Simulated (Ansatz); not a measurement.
## Quasiparticle gap of BiOBr (P4/nmm)

Wanted: the gap of BiOBr (P4/nmm) with a many-body correction, and the time that it takes.

Calculated with Ansatz 0.2.0; LDA, then G0W0 on it, plane waves, PAW.

Report form: the programs' logs are mostly left out.

The database entry behind the starting cell differs from later determinations by our own check (0.1 to 0.3 % short, probably kX units), so it need not match the best structure at ambient conditions.

In doubt: masses and optical values from hybrid runs of this build are listed as unsure (in some of the runs), which bears on the screening that GW takes from such a start.

## (1) Starting point

The structure is tetragonal, space group P4/nmm (No. 129). The conventional cell has a = 3.916 Å, b = 3.916 Å, c = 8.077 Å, α = 90.00°, β = 90.00°, γ = 90.00°. Nearest to Bi lie 4 O at 2.32 Å and 4 Br at 3.18 Å. Nearest to Br lie 4 Bi at 3.18 Å. Nearest to O lie 4 Bi at 2.32 Å. Farther neighbours and most contacts between anions are not listed.

The cell and positions come from the Crystallography Open Database and are kept as given unless a step says otherwise. Spin-orbit coupling is left out unless a step names it.

The logs state that the PAW files were generated under PBE.

## (2) The LDA band structure

Levels along a band path and on the mesh show where this functional puts the band edges.

This step: DFT, LDA, plane waves, PAW; PAW set soft_1.

Contents of input.yaml:

```yaml
crystal:
  lattice:
    - [3.916, 0.0, 0.0]
    - [0.0, 3.916, 0.0]
    - [0.0, 0.0, 8.077]
  atoms:
    - { symbol: Bi, position: [0.0, 0.5, 0.154] }
    - { symbol: Bi, position: [0.5, 0.0, 0.846] }
    - { symbol: Br, position: [0.0, 0.5, 0.653] }
    - { symbol: Br, position: [0.5, 0.0, 0.347] }
    - { symbol: O, position: [0.0, 0.0, 0.0] }
    - { symbol: O, position: [0.5, 0.5, 0.0] }
kpoints:
  mp_grid: { grid: [6, 6, 4] }
  band_path:
    path:
      - [[0.0, 0.0, 0.0], [0.0, 0.5, 0.0], [0.5, 0.5, 0.0], [0.0, 0.0, 0.0], [0.0, 0.0, 0.5], [0.0, 0.5, 0.5], [0.5, 0.5, 0.5], [0.0, 0.0, 0.5]]
      - [[0.0, 0.5, 0.0], [0.0, 0.5, 0.5]]
      - [[0.5, 0.5, 0.0], [0.5, 0.5, 0.5]]
    npoints: 10
hamiltonian:
  xc: lda
  pseudopotentials: { kind: paw, azcp: { folder: soft_1 }, xc_functional: pbe }
scf:
  occupations: { method: fermi_dirac, width: 0.02 }
  n_extra_bands: 6
output:
  eigenvalues: true
  write_density: true
  write_potential: true
  elf: true
  volumetric_format: npy
```

Launch:

```
> ansatz run input.yaml --threads 4 --pin off --max-ram 138240MiB --backend cuda --events-out ev --progress --plain --runs-dir out --devices 1 --max-vram 26GiB
```

Run time: 16 s. Hardware: 1 × NVIDIA H100 80GB HBM3 (shared by 3 runs) with 4 threads of AMD EPYC 7R13 (Zen 3), shared host; peak memory 0.94 GiB; 3.3 s of CPU time.

This step gave:

```
filled bands         : 28
gap                  : 2.046 eV
valence top at       : k = (0.000, 0.400, 0.500)
conduction bottom at : k = (0.000, 0.000, 0.400)
least direct gap     : 2.219 eV
```

Over mesh and path the gap is 2.046 eV, from k = (0.000, 0.400, 0.500) to k = (0.000, 0.000, 0.400). The least direct gap found is 2.219 eV, at k = (0.000, 0.000, 0.500). On the 6×6×4 mesh alone the same run gives 2.116 eV, so that mesh misses an edge of LDA: 2.116 − 2.046 = +0.070 eV.

Electronic bands along the path, in eV, zero at the top of the highest nominally filled band:

```
    point  band 25  band 26  band 27  band 28  band 29  band 30  band 31  band 32
        Γ    -1.06    -0.79    -0.79    -0.72     2.24     3.15     4.83     4.83
  halfway    -0.63    -0.58    -0.34    -0.16     3.79     4.05     4.11     4.59
        X    -0.55    -0.55    -0.16    -0.16     4.23     4.23     4.76     4.76
  halfway    -0.97    -0.97    -0.97    -0.97     3.92     3.92     4.83     4.83
        M    -1.06    -1.06    -0.79    -0.79     3.24     3.24     4.98     4.98
  halfway    -0.88    -0.52    -0.39    -0.36     3.36     4.38     4.74     4.78
        Γ    -1.06    -0.79    -0.79    -0.72     2.24     3.15     4.83     4.83
  halfway    -1.09    -0.60    -0.60    -0.44     2.11     2.78     4.74     4.74
        Z    -0.99    -0.47    -0.47    -0.17     2.05     2.33     4.65     4.65
  halfway    -0.93    -0.52    -0.42    -0.26     3.59     3.84     4.67     4.70
        R    -0.56    -0.56    -0.12    -0.12     4.04     4.04     4.81     4.81
  halfway    -1.09    -1.09    -0.51    -0.51     3.53     3.53     5.27     5.27
        A    -1.14    -1.14    -1.06    -1.06     3.93     3.93     5.20     5.20
  halfway    -1.17    -1.05    -0.36    -0.29     3.01     4.23     4.96     5.13
        Z    -0.99    -0.47    -0.47    -0.17     2.05     2.33     4.65     4.65
jump to X    -0.55    -0.55    -0.16    -0.16     4.23     4.23     4.76     4.76
  halfway    -0.55    -0.55    -0.14    -0.14     4.13     4.13     4.79     4.79
        R    -0.56    -0.56    -0.12    -0.12     4.04     4.04     4.81     4.81
jump to M    -1.06    -1.06    -0.79    -0.79     3.24     3.24     4.98     4.98
  halfway    -1.06    -1.06    -0.96    -0.96     3.55     3.55     5.09     5.09
        A    -1.14    -1.14    -1.06    -1.06     3.93     3.93     5.20     5.20
```

Valence density in the ac plane at fractional y = 0.000, with atoms of Bi and Br and O within 0.2 Å of it. It is the smooth field of the valence electrons, not physical close to the nuclei.

Values in e/Å³, 24 rows by 14 columns, each cell a mean:
```
 5.9  4.0  1.5  0.6  0.4  0.5  0.7  0.8  0.6  0.4  0.4  0.8  2.2  4.6
 2.0  1.5  0.8  0.5  0.7  1.7  2.8  3.3  2.6  1.3  0.6  0.5  0.9  1.6
 0.5  0.4  0.4  0.5  1.4  3.6  5.7  6.6  5.3  2.8  1.0  0.4  0.4  0.4
 0.1  0.1  0.2  0.5  1.8  4.6  7.1  8.1  6.5  3.6  1.3  0.4  0.2  0.1
 0.1  0.1  0.2  0.4  1.3  3.3  5.1  5.8  4.7  2.6  0.9  0.3  0.1  0.1
 0.1  0.1  0.1  0.2  0.6  1.4  2.3  2.7  2.1  1.1  0.4  0.2  0.1  0.1
 0.1  0.1  0.1  0.1  0.2  0.4  0.6  0.7  0.5  0.3  0.2  0.1  0.1  0.1
 0.1  0.1  0.1  0.1  0.1  0.1  0.1  0.2  0.1  0.1  0.1  0.1  0.1  0.1
 0.0  0.0  0.0  0.0  0.0  0.0  0.1  0.1  0.1  0.0  0.0  0.0  0.0  0.0
 0.0  0.0  0.0  0.0  0.0  0.0  0.0  0.0  0.0  0.0  0.0  0.0  0.0  0.0
 0.0  0.0  0.0  0.0  0.0  0.1  0.1  0.1  0.1  0.1  0.0  0.0  0.0  0.0
 0.0  0.0  0.0  0.1  0.1  0.2  0.2  0.2  0.2  0.1  0.1  0.1  0.0  0.0
 0.0  0.0  0.1  0.1  0.2  0.4  0.6  0.6  0.6  0.4  0.2  0.1  0.0  0.0
 0.0  0.0  0.1  0.2  0.5  0.9  1.1  1.2  1.1  0.8  0.4  0.2  0.1  0.0
 0.0  0.1  0.2  0.4  0.9  1.1  0.7  0.4  0.9  1.1  0.7  0.3  0.1  0.1
 0.1  0.1  0.2  0.5  0.9  1.0  0.3 -0.1  0.5  1.1  0.8  0.4  0.1  0.1
 0.1  0.1  0.2  0.4  0.8  1.1  0.9  0.7  1.0  1.1  0.7  0.3  0.1  0.1
 0.1  0.1  0.1  0.3  0.5  0.8  1.0  1.1  1.0  0.7  0.4  0.2  0.1  0.1
 0.1  0.1  0.1  0.1  0.2  0.4  0.5  0.5  0.5  0.3  0.2  0.1  0.1  0.1
 0.1  0.1  0.1  0.1  0.1  0.1  0.2  0.2  0.2  0.1  0.1  0.1  0.1  0.1
 0.2  0.2  0.1  0.1  0.1  0.1  0.1  0.1  0.1  0.1  0.1  0.1  0.2  0.2
 1.1  0.8  0.4  0.2  0.1  0.1  0.0  0.0  0.0  0.1  0.1  0.2  0.5  0.9
 4.1  2.8  1.1  0.4  0.1  0.1  0.1  0.1  0.1  0.1  0.2  0.5  1.5  3.2
 7.8  5.3  1.9  0.6  0.2  0.2  0.2  0.2  0.2  0.2  0.3  0.8  2.8  6.1
```
Columns run along a (3.9 Å), rows up along c (8.1 Å). Atoms in or near the plane, at fractional coordinates: Bi at (0.50, 0.85), Br at (0.50, 0.35), O at (0.00, 0.00).

ELF in the ac plane at fractional y = 0.000, with atoms of Bi and Br and O within 0.2 Å of it. It is the smooth field of the valence electrons, not physical close to the nuclei.

Values, 24 rows by 14 columns, each cell a mean:
```
0.59 0.74 0.78 0.51 0.24 0.27 0.35 0.37 0.34 0.24 0.28 0.62 0.81 0.70
0.79 0.78 0.60 0.31 0.29 0.36 0.34 0.32 0.35 0.34 0.27 0.38 0.69 0.78
0.59 0.49 0.29 0.26 0.36 0.28 0.19 0.19 0.20 0.33 0.34 0.24 0.35 0.52
0.17 0.14 0.18 0.34 0.41 0.23 0.17 0.31 0.16 0.31 0.42 0.29 0.15 0.15
0.05 0.07 0.19 0.38 0.47 0.34 0.19 0.16 0.22 0.40 0.47 0.33 0.13 0.06
0.04 0.05 0.15 0.33 0.47 0.48 0.42 0.39 0.44 0.50 0.44 0.28 0.10 0.05
0.04 0.05 0.09 0.20 0.37 0.48 0.50 0.51 0.50 0.45 0.32 0.16 0.07 0.05
0.05 0.04 0.05 0.08 0.16 0.29 0.37 0.39 0.36 0.25 0.13 0.07 0.05 0.04
0.04 0.04 0.03 0.04 0.05 0.08 0.11 0.12 0.10 0.07 0.04 0.03 0.03 0.04
0.03 0.03 0.02 0.02 0.02 0.03 0.04 0.04 0.04 0.03 0.02 0.02 0.02 0.03
0.02 0.02 0.02 0.03 0.08 0.18 0.26 0.29 0.24 0.14 0.06 0.03 0.02 0.02
0.01 0.02 0.06 0.18 0.41 0.62 0.71 0.74 0.70 0.56 0.34 0.14 0.04 0.02
0.02 0.05 0.21 0.50 0.73 0.84 0.88 0.88 0.87 0.81 0.68 0.42 0.13 0.03
0.03 0.11 0.44 0.73 0.85 0.88 0.85 0.81 0.86 0.88 0.83 0.66 0.32 0.08
0.05 0.18 0.58 0.80 0.87 0.71 0.31 0.16 0.41 0.81 0.86 0.76 0.45 0.12
0.05 0.20 0.60 0.81 0.86 0.58 0.10 0.03 0.19 0.74 0.87 0.77 0.47 0.14
0.05 0.17 0.53 0.78 0.86 0.75 0.42 0.26 0.51 0.82 0.85 0.73 0.41 0.12
0.04 0.10 0.35 0.65 0.81 0.86 0.85 0.83 0.85 0.85 0.78 0.57 0.24 0.08
0.04 0.06 0.14 0.35 0.60 0.75 0.80 0.81 0.79 0.71 0.54 0.28 0.10 0.05
0.09 0.08 0.07 0.11 0.24 0.43 0.54 0.57 0.52 0.37 0.19 0.09 0.07 0.08
0.39 0.33 0.18 0.08 0.06 0.09 0.14 0.16 0.13 0.07 0.06 0.10 0.23 0.35
0.76 0.72 0.55 0.30 0.10 0.04 0.03 0.03 0.03 0.05 0.14 0.37 0.63 0.73
0.71 0.77 0.75 0.54 0.22 0.07 0.05 0.05 0.05 0.10 0.30 0.62 0.78 0.76
0.39 0.64 0.79 0.62 0.27 0.13 0.15 0.16 0.14 0.15 0.36 0.70 0.78 0.57
```
Columns run along a (3.9 Å), rows up along c (8.1 Å). Atoms in or near the plane, at fractional coordinates: Bi at (0.50, 0.85), Br at (0.50, 0.35), O at (0.00, 0.00).

## (3) One-shot GW

G0W0 replaces the xc potential by a self-energy built once from the orbitals of the start. Levels are corrected in the window of bands that the input names, at points of the mesh.

This step: G0W0 on LDA, plane waves, PAW.

Contents of input.yaml:

```yaml
crystal:
  lattice:
    - [3.916, 0.0, 0.0]
    - [0.0, 3.916, 0.0]
    - [0.0, 0.0, 8.077]
  atoms:
    - { symbol: Bi, position: [0.0, 0.5, 0.154] }
    - { symbol: Bi, position: [0.5, 0.0, 0.846] }
    - { symbol: Br, position: [0.0, 0.5, 0.653] }
    - { symbol: Br, position: [0.5, 0.0, 0.347] }
    - { symbol: O, position: [0.0, 0.0, 0.0] }
    - { symbol: O, position: [0.5, 0.5, 0.0] }
kpoints:
  mp_grid: { grid: [6, 6, 4] }
hamiltonian:
  xc: lda
  pseudopotentials: { kind: paw, source: ansatz }
scf:
  occupations: { method: fixed }
gw:
  n_empty_bands: 1247
  ecut_chi: 270.0
  qp_bands: [v2, c2]
  qp_kpoints: band_edges
  screening: { model: contour_deformation }
```

Run time: 9.1 min. Hardware: 1 × NVIDIA H100 80GB HBM3 (shared by 3 runs) with 4 threads; peak memory 15 GiB; 19 min of CPU time.

Numbers from this step:

```yaml
bands_summed: 1293
rpa_eps_infinity_on_this_mesh_eigenvalues: 5.405, 7.294, 7.294
plane_waves_in_the_screening_matrix: 1253
q_points_in_the_mesh: 144
g0w0_gap_over_the_corrected_points: 3.197 eV
k_of_the_valence_top: 0, 0.3333, -0.5
k_of_the_conduction_bottom: 0, 0, -0.5
starting_gap_on_the_mesh: 2.117 eV
z_at_the_valence_top: 0.7586
z_at_the_conduction_bottom: 0.8083
least_direct_g0w0_gap_over_the_corrected_points: 3.506 eV
```

Over 23 of 30 irreducible mesh points the G0W0 gap is 3.197 eV, from k = (0.000, 0.333, -0.500) to k = (0.000, 0.000, -0.500). The LDA gap of this run on the mesh is 2.117 eV. The two states that bound the G0W0 gap lie that far apart at the start, so the correction of the gap is 3.197 − 2.117 = +1.080 eV. The start of this run differs from the step before in files (soft_1 PAW and hard PAW) and plane-wave cutoff (420 eV and 930 eV).

Labels follow the order of the start: v1 is the top filled band, c1 the lowest empty one; levels that stay degenerate share a row, the window can cut a multiplet, doubted levels are not marked in this list, bands outside the window were not corrected, and the list may be a part of the corrected levels. Levels before and after the correction, in eV, zero at the valence-band top of each column:

```csv
,conduction bottom,valence top
Kohn-Sham,2.12,0.00
G0W0,3.20,0.00
```

```csv
,level,occupation,energy (eV)
Kohn-Sham,(0 0 -0.5) v2,2,-0.408
Kohn-Sham,(0 0 -0.5) v1,2,-0.104
Kohn-Sham,(0 0 -0.5) c1,0,2.117
Kohn-Sham,(0 0 -0.5) c2,0,2.397
Kohn-Sham,(0 0.333 -0.5) v2,2,-0.354
Kohn-Sham,(0 0.333 -0.5) v1,2,0.000
Kohn-Sham,(0 0.333 -0.5) c1,0,4.188
Kohn-Sham,(0 0.333 -0.5) c2,0,4.352
G0W0,(0 0 -0.5) v2,2,-0.633
G0W0,(0 0 -0.5) v1,2,-0.309
G0W0,(0 0 -0.5) c1,0,3.197
G0W0,(0 0 -0.5) c2,0,3.592
G0W0,(0 0.333 -0.5) v2,2,-0.604
G0W0,(0 0.333 -0.5) v1,2,0.000
G0W0,(0 0.333 -0.5) c1,0,5.382
G0W0,(0 0.333 -0.5) c2,0,5.552
```

The parts of the quasiparticle energy for the two states that bound the G0W0 gap, in eV on the run's own scale (QP = start + Σx + Σc − Vxc, with Σc at the quasiparticle energy):

| edge | k | band | start | Σx | Σc | Vxc | Z | QP |
| --- | --- | --- | --- | --- | --- | --- | --- | --- |
| valence top | (0.000, 0.333, -0.500) | 46 | 9.150 | −21.020 | 1.911 | −18.426 | 0.759 | 8.467 |
| conduction bottom | (0.000, 0.000, -0.500) | 47 | 11.268 | −9.874 | −3.629 | −13.900 | 0.808 | 11.665 |

## (4) Spin-orbit coupling in LDA

This run has two-component orbitals with spin-orbit coupling.

This step: DFT, LDA with spin-orbit coupling, plane waves, PAW; PAW set soft_1.

Contents of input.yaml:

```yaml
crystal:
  lattice:
    - [3.916, 0.0, 0.0]
    - [0.0, 3.916, 0.0]
    - [0.0, 0.0, 8.077]
  atoms:
    - { symbol: Bi, position: [0.0, 0.5, 0.154] }
    - { symbol: Bi, position: [0.5, 0.0, 0.846] }
    - { symbol: Br, position: [0.0, 0.5, 0.653] }
    - { symbol: Br, position: [0.5, 0.0, 0.347] }
    - { symbol: O, position: [0.0, 0.0, 0.0] }
    - { symbol: O, position: [0.5, 0.5, 0.0] }
kpoints:
  mp_grid: { grid: [6, 6, 4] }
  band_path:
    path:
      - [0.0, 0.0, 0.0]
      - [0.0, 0.5, 0.0]
      - [0.5, 0.5, 0.0]
      - [0.0, 0.0, 0.5]
      - [0.0, 0.5, 0.5]
      - [0.5, 0.5, 0.5]
      - [0.0, 0.4, 0.5]
      - [0.0, 0.0, 0.4]
    npoints: 1
hamiltonian:
  xc: lda
  pseudopotentials: { kind: paw_fr, azcp: { folder: soft_1 }, xc_functional: pbe }
scf:
  occupations: { method: fixed }
  n_extra_bands: 12
magnetization:
  noncollinear: true
  spin_orbit: true
output:
  eigenvalues: true
  write_density: true
  write_potential: true
  elf: true
  volumetric_format: npy
```

Run time: 8.1 s. Hardware: 1 × NVIDIA H100 80GB HBM3 (shared by 3 runs) with 4 threads; peak memory 1.1 GiB.

This step gave:

```yaml
gap: 1.704 eV
valence_top_at: k = (0.000, 0.400, 0.500)
conduction_bottom_at: k = (0.000, 0.000, 0.400)
least_direct_gap: 1.843 eV
```

Over mesh and listed points the gap is 1.704 eV, from k = (0.000, 0.400, 0.500) to k = (0.000, 0.000, 0.400). The least direct gap found is 1.843 eV, at k = (0.000, 0.000, 0.500). On the 6×6×4 mesh alone the same run gives 1.792 eV, so that mesh misses an edge of LDA+SOC: 1.792 − 1.704 = +0.088 eV. LDA+SOC against LDA: 1.704 − 2.046 = −0.342 eV, with the same mesh, set of files (read in its fully relativistic form for the spin-orbit run) and cutoff, and both edges at the same k points. The spin-orbit run sees mesh and listed points alone, so its gap is an upper bound: the coupling can move an edge off these points, and the change over the zone, its sign included where it is small, is not known.

## (5) The runs together

Each gap is the least one over the points named; times are wall times on shared hosts, not benchmarks. A G0W0 time includes the run's own self-consistent start. Runs with listed points see these and the mesh alone, so an edge that moves elsewhere is missed. Rows marked * are further runs, not shown as steps, whose inputs differ from the G0W0 step on the same start in the columns given; solver thresholds can differ too.

```
    level   mesh       files, cutoff  bands summed, screening                            points  gap (eV)             valence top       conduction bottom  least direct gap (eV)     time
      LDA  6×6×4  soft_1 PAW, 420 eV                        -                     mesh and path     2.046   (0.000, 0.400, 0.500)   (0.000, 0.000, 0.400)                  2.219     16 s
  LDA+SOC  6×6×4  soft_1 PAW, 420 eV                        -            mesh and listed points     1.704   (0.000, 0.400, 0.500)   (0.000, 0.000, 0.400)                  1.843    8.1 s
G0W0@LDA*  6×6×4    hard PAW, 930 eV              370, 110 eV  23 of 30 irreducible mesh points     3.003  (0.000, 0.333, -0.500)  (0.000, 0.000, -0.500)                  3.363  2.5 min
G0W0@LDA*  6×6×4    hard PAW, 930 eV              782, 190 eV  23 of 30 irreducible mesh points     3.136  (0.000, 0.333, -0.500)  (0.000, 0.000, -0.500)                  3.467  5.2 min
 G0W0@LDA  6×6×4    hard PAW, 930 eV             1293, 270 eV  23 of 30 irreducible mesh points     3.197  (0.000, 0.333, -0.500)  (0.000, 0.000, -0.500)                  3.506  9.1 min
G0W0@LDA*  8×8×4    hard PAW, 930 eV              370, 110 eV  34 of 45 irreducible mesh points     2.962  (0.000, 0.375, -0.500)  (0.000, 0.000, -0.500)                  3.364  4.7 min
```

## (6) Outcome

```yaml
lda_gap_over_mesh_and_path: 2.046 eV, from k = (0.000, 0.400, 0.500) to k = (0.000, 0.000, 0.400)
g0w0_lda_gap_over_23_of_30_irreducible_mesh_points: 3.197 eV, from k = (0.000, 0.333, -0.500) to k = (0.000, 0.000, -0.500)
lda_soc_gap_over_mesh_and_listed_points: 1.704 eV
gw_settings: 6×6×4 mesh, 1247 empty bands, screening to 270 eV, hard PAW files
known_limits: finite bands, screening cutoff and k mesh; no spin-orbit coupling in G0W0
```

Over 23 of 30 irreducible mesh points the G0W0 gap is 3.197 eV, from k = (0.000, 0.333, -0.500) to k = (0.000, 0.000, -0.500). The LDA gap of this run on the mesh is 2.117 eV. The two states that bound the G0W0 gap lie that far apart at the start, so the correction of the gap is 3.197 − 2.117 = +1.080 eV. The valence state moves by 8.467 − 9.150 = −0.683 eV and the conduction state by 11.665 − 11.268 = +0.397 eV, on the run's own scale; with 370 bands the edge states move by −0.292 and +0.594 eV, so the split between the edges depends on the bands and cutoff. Over mesh and path, LDA puts the valence top at k = (0.000, 0.400, 0.500) and conduction bottom at k = (0.000, 0.000, 0.400), where no G0W0 correction was computed. The G0W0 gap over the whole zone is therefore not known from this run; at its settings it can only be equal to or under the 3.197 eV found, and no correction is carried over from another point. For the start itself the gap is 2.046 eV over mesh and path and 2.117 eV on the mesh of the G0W0 run, in runs that differ in files (soft_1 PAW and hard PAW) and plane-wave cutoff (420 eV and 930 eV). From 370 bands and 110 eV to 1293 bands and 270 eV the gap moves by 3.197 − 3.003 = +0.194 eV (rung by rung 3.003, 3.136, 3.197 eV); bands and screening cutoff rise together, so their parts are not told apart. A line in one over the bands through the two highest rungs gives 3.197 + (3.197 − 3.136) × 782 / (1293 − 782) = 3.290 eV, and through the pair below 3.136 + (3.136 − 3.003) × 370 / (782 − 370) = 3.255 eV. The two differ by 0.035 eV, not under the 0.030 eV asked, so the law does not hold well over these rungs and the limit is not known. With the 8×8×4 mesh in place of the 6×6×4 mesh and all else as in the G0W0@LDA row with 370 bands, the gap differs by 2.962 − 3.003 = −0.041 eV, and that of the start by 2.063 − 2.117 = −0.054 eV; an edge lies at another k point, so this need not be the shift of one pair of states. G0W0 on other starts in this series, not shown as steps and not all at these settings: 3.575 eV on HSE06 (6×6×4, hard PAW, 782 bands, 190 eV). LDA+SOC against LDA: 1.704 − 2.046 = −0.342 eV, with the same mesh, set of files (read in its fully relativistic form for the spin-orbit run) and cutoff, and both edges at the same k points. The spin-orbit run sees mesh and listed points alone, so its gap is an upper bound: the coupling can move an edge off these points, and the change over the zone, its sign included where it is small, is not known. What spin-orbit coupling does to the G0W0 levels was not computed, so no sum with the G0W0 gap is formed. The G0W0 runs are scalar-relativistic. G0W0 is shown with one set of atomic data (hard PAW), so the error from the files is not known here.

[Paths, hosts, dates, memory and timing lines, banners, echoed tables and standing remarks are left out of the program output.]

[Logs are printed without paths, hosts, clocks, repeated set-up lines and the standing remarks that a program may print on its own settings, such as how far it seeks lower states.]

[Runs of the session that timed out or met a known fault of the program may be left out.]

[Cells called generated may have been cut or substituted from an entry of the Crystallography Open Database or the Materials Project.]

[Hosts, paths, dates, database ids (printed as entryN), source tags and the programs' standing remarks are cut or masked in the printed files.]

[Where an RPA ε∞ is given, it is that of the G0W0 mesh and is not shown converged in it. Names of k-points follow the symmetry that the program found, which can be lower than the space group named. Band edges on a path are those of the sampled points; other points can move an edge, and change direct to indirect where valleys lie close.]

[Hybrid gaps are those of their k-mesh and are not shown converged in it.]
